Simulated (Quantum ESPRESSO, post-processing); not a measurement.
# Rh(100), 5 layers: parallel layout and speed, part 3 of 3

Which layout of ranks, pools and threads suits Rh(100), 5 layers? The physics should not care; the clock does.

Quantum ESPRESSO 7.5; plane-wave DFT, PBE, SSSP efficiency pseudopotentials.

So far. Step 7 (Self-consistent run: 1 rank, 1 pool, 4 threads a rank): Counted from each run's own zero (the Fermi level), the vacuum level differs from the first run's by -2 meV. Step 8 (Ground state: 2 ranks, 2 pools, 1 thread a rank): Counted from each run's own zero (the Fermi level), the vacuum level differs from the first run's by -3 meV.

## 9. Ground state: 1 rank, 1 pool, 1 thread a rank

Contents of c7.in:

```
&control
  prefix = 'c7'
  outdir = './out'
  pseudo_dir = './pseudo'
  calculation = 'scf'
  tprnfor = .true.
/
&system
  ibrav = 0
  nat = 5
  ntyp = 1
  ecutwfc = 45
  ecutrho = 360
  occupations = 'smearing'
  smearing = 'mv'
  degauss = 0.02
  assume_isolated = 'esm'
  esm_bc = 'bc1'
/
&electrons
  conv_thr = 1e-07
  mixing_beta = 0.4
  electron_maxstep = 120
  mixing_mode = 'local-TF'
/
ATOMIC_SPECIES
  Rh  102.9055  Rh_ONCV_PBE-1.0.oncvpsp.upf
CELL_PARAMETERS angstrom
  2.68700576850888 0.00000000000000 0.00000000000000
  0.00000000000000 2.68700576850888 0.00000000000000
  0.00000000000000 0.00000000000000 23.60000000000000
ATOMIC_POSITIONS crystal
  Rh  0.000000000000 0.000000000000 -0.161016949153
  Rh  0.500000000000 0.500000000000 -0.080508474576
  Rh  0.000000000000 0.000000000000 0.000000000000
  Rh  0.500000000000 0.500000000000 0.080508474576
  Rh  0.000000000000 0.000000000000 0.161016949153
K_POINTS automatic
  10 10 1 0 0 0
```

Started as:

```
$ OMP_NUM_THREADS=1 pw.x -nk 1 -in c7.in > c7.out
```

The log of the run:

```text
[banner, memory and clock lines left out]
Program PWSCF v.7.5 starts
[...]
Message from routine setup:
[...]
Message from routine setup:
[...]
number of electrons       =        85.00
     number of Kohn-Sham states=           52
     kinetic-energy cutoff     =      45.0000  Ry
     charge density cutoff     =     360.0000  Ry
[...]
number of k points=    21  Marzari-Vanderbilt smearing, width (Ry)=  0.0200
[...]
Dense  grid:   132865 G-vectors     FFT dimensions: (  32,  32, 270)
[...]
negative rho (up, down):  8.628E-07 0.000E+00
     Starting wfcs are   50 randomized atomic wfcs +    2 random wfcs
[...]
estimated scf accuracy    <       0.92216318 Ry
[...]
estimated scf accuracy    <       0.29542035 Ry
[...]
estimated scf accuracy    <       0.34594378 Ry
[...]
estimated scf accuracy    <       0.07909969 Ry
[...]
estimated scf accuracy    <       0.02159032 Ry
[...]
estimated scf accuracy    <       0.01467034 Ry
[...]
estimated scf accuracy    <       0.00926598 Ry
[...]
negative rho (up, down):  5.811E-04 0.000E+00
[...]
estimated scf accuracy    <       0.00592757 Ry
[...]
negative rho (up, down):  3.241E-04 0.000E+00
[...]
estimated scf accuracy    <       0.00427365 Ry
[...]
negative rho (up, down):  4.432E-03 0.000E+00
[...]
estimated scf accuracy    <       0.00194983 Ry
[...]
negative rho (up, down):  5.369E-03 0.000E+00
[...]
estimated scf accuracy    <       0.00690735 Ry
[...]
negative rho (up, down):  4.090E-03 0.000E+00
[...]
estimated scf accuracy    <       0.00328345 Ry
[...]
negative rho (up, down):  1.515E-03 0.000E+00
[...]
estimated scf accuracy    <       0.00038708 Ry
[...]
negative rho (up, down):  7.710E-04 0.000E+00
[...]
estimated scf accuracy    <       0.00012764 Ry
[...]
negative rho (up, down):  6.267E-04 0.000E+00
[...]
estimated scf accuracy    <       0.00004460 Ry
[...]
negative rho (up, down):  1.067E-06 0.000E+00
[...]
estimated scf accuracy    <       0.00000779 Ry
[...]
negative rho (up, down):  6.135E-06 0.000E+00
[...]
estimated scf accuracy    <       0.00000374 Ry
[...]
negative rho (up, down):  1.345E-06 0.000E+00
[...]
estimated scf accuracy    <       0.00000047 Ry
[...]
negative rho (up, down):  2.439E-08 0.000E+00
[...]
estimated scf accuracy    <       0.00000028 Ry
[...]
the Fermi energy is    -5.0910 ev
!    total energy              =   -1084.47013820 Ry
     estimated scf accuracy    <       0.00000006 Ry
     smearing contrib. (-TS)   =       0.00199934 Ry
     internal energy E=F+TS    =   -1084.47213754 Ry
[...]
one-electron contribution =   20595.36883436 Ry
     hartree contribution      =  -10326.74255348 Ry
     xc contribution           =    -109.64216184 Ry
     ewald contribution        =  -11243.45625659 Ry
     convergence has been achieved in  20 iterations
[...]
Total force =     0.042239     Total SCF correction =     0.001501
[...]
```

Elapsed: 3 min, on 1 MPI rank of Intel Xeon Platinum 8488C (Sapphire Rapids), shared host; peak memory 0.24 GiB.

Read from the output:

```
Fermi energy                                                   : -5.091 eV
vacuum line at the lower end of the cell, over the Fermi level : 5.091 eV
vacuum line at the upper end of the cell, over the Fermi level : 5.091 eV
```

The program's own clock; routines nest. Time by routine:

| routine | wall time (s) | calls |
| --- | --- | --- |
| PWSCF | 176.6 | 1 |
| electrons | 171.6 | 1 |
| c_bands | 151.8 | 20 |
| cegterg | 146.6 | 420 |
| h_psi | 99.18 | 4143 |
| vloc_psi | 79.54 | 4143 |
| fftw | 77.04 | 146758 |
| sum_band | 14.22 | 20 |
| calbec | 10.49 | 4227 |
| h_psi:calbec | 9.96 | 4143 |
| cdiaghg | 9.77 | 4122 |
| add_vuspsi | 8.87 | 4143 |
| init_run | 4.07 | 1 |
| mix_rho | 3.75 | 20 |

Counted from each run's own zero (the Fermi level), the vacuum level differs from the first run's by -2 meV.

## 10. The series side by side

All levels:

```
                             level  vacuum level over the Fermi level (eV)  its change from the first (meV)  energy from the first (meV an atom)  SCF iterations  wall time (s)  peak memory (GiB)  CPU time (s)
 4 ranks, 4 pools, 1 thread a rank                                   5.093                                0                                    0              19          60.19               0.61         239.8
 4 ranks, 2 pools, 1 thread a rank                                   5.089                             -3.2                             -1.36e-4              19           60.5               0.46         241.1
  4 ranks, 1 pool, 1 thread a rank                                   5.089                             -3.9                              1.36e-4              18          58.19               0.38         231.9
2 ranks, 2 pools, 2 threads a rank                                    5.09                             -2.5                              1.36e-4              19          165.4               0.38         395.3
 2 ranks, 1 pool, 2 threads a rank                                   5.089                             -3.6                             -1.90e-4              19          83.87               0.29         234.3
  1 rank, 1 pool, 4 threads a rank                                   5.091                             -1.8                             -2.99e-4              21          341.9               0.23         672.9
 2 ranks, 2 pools, 1 thread a rank                                    5.09                             -2.9                             -2.45e-4              19          104.8               0.36         209.2
   1 rank, 1 pool, 1 thread a rank                                   5.091                             -1.6                             -1.36e-4              20          177.2               0.24           177
```

## 11. A check by hand

Efficiency = (t₁ n₁)/(t₂ n₂) an iteration = (177.2/20 × 1) / (60.2/19 × 4) = 0.70.

## 12. Outcome

* fastest: 4 ranks, 1 pool, 1 thread a rank: 58 s, 18 iterations
* slowest that converged: 1 rank, 1 pool, 4 threads a rank: 5.7 min, 21 iterations
* largest change of the vacuum level: 4 meV

The fastest choice is 4 ranks, 1 pool, 1 thread a rank: 58 s, 18 iterations. From 1 to 4 cores the time an iteration falls from 8.9 to 3.2 s, a parallel efficiency of 70 % by this measure and of 74 % in wall time; iterations differ in number and cost. On all 4 cores the layouts span 3.2 s (4 ranks, 4 pools, 1 thread a rank) to 16 s an iteration (1 rank, 1 pool, 4 threads a rank), and 0.23 to 0.61 GiB. Some layouts with several threads a rank ran hardly faster than one core, or slower; the cause (binding, or neighbours on the host) was not examined. The vacuum level differs by up to 4 meV between layouts, the slack that the SCF threshold leaves. Iteration counts run from 18 to 21 with the layout alone. The times come from a shared host and are rough. Peak memory is sampled during the run and can miss the peak. The geometry is as built, not relaxed.

[Logs are printed without paths, hosts, clocks, repeated set-up lines and the standing remarks that a program may print on its own settings, such as how far it seeks lower states.]

[Hosts, paths, dates, database ids (printed as entryN), source tags and the programs' standing remarks are cut or masked in the printed files.]

[Maps of the electrostatic potential energy from Ansatz leave out the sawtooth potential of an applied field or a dipole correction, so their vacuum need not be flat; planar profiles and work functions include it.]
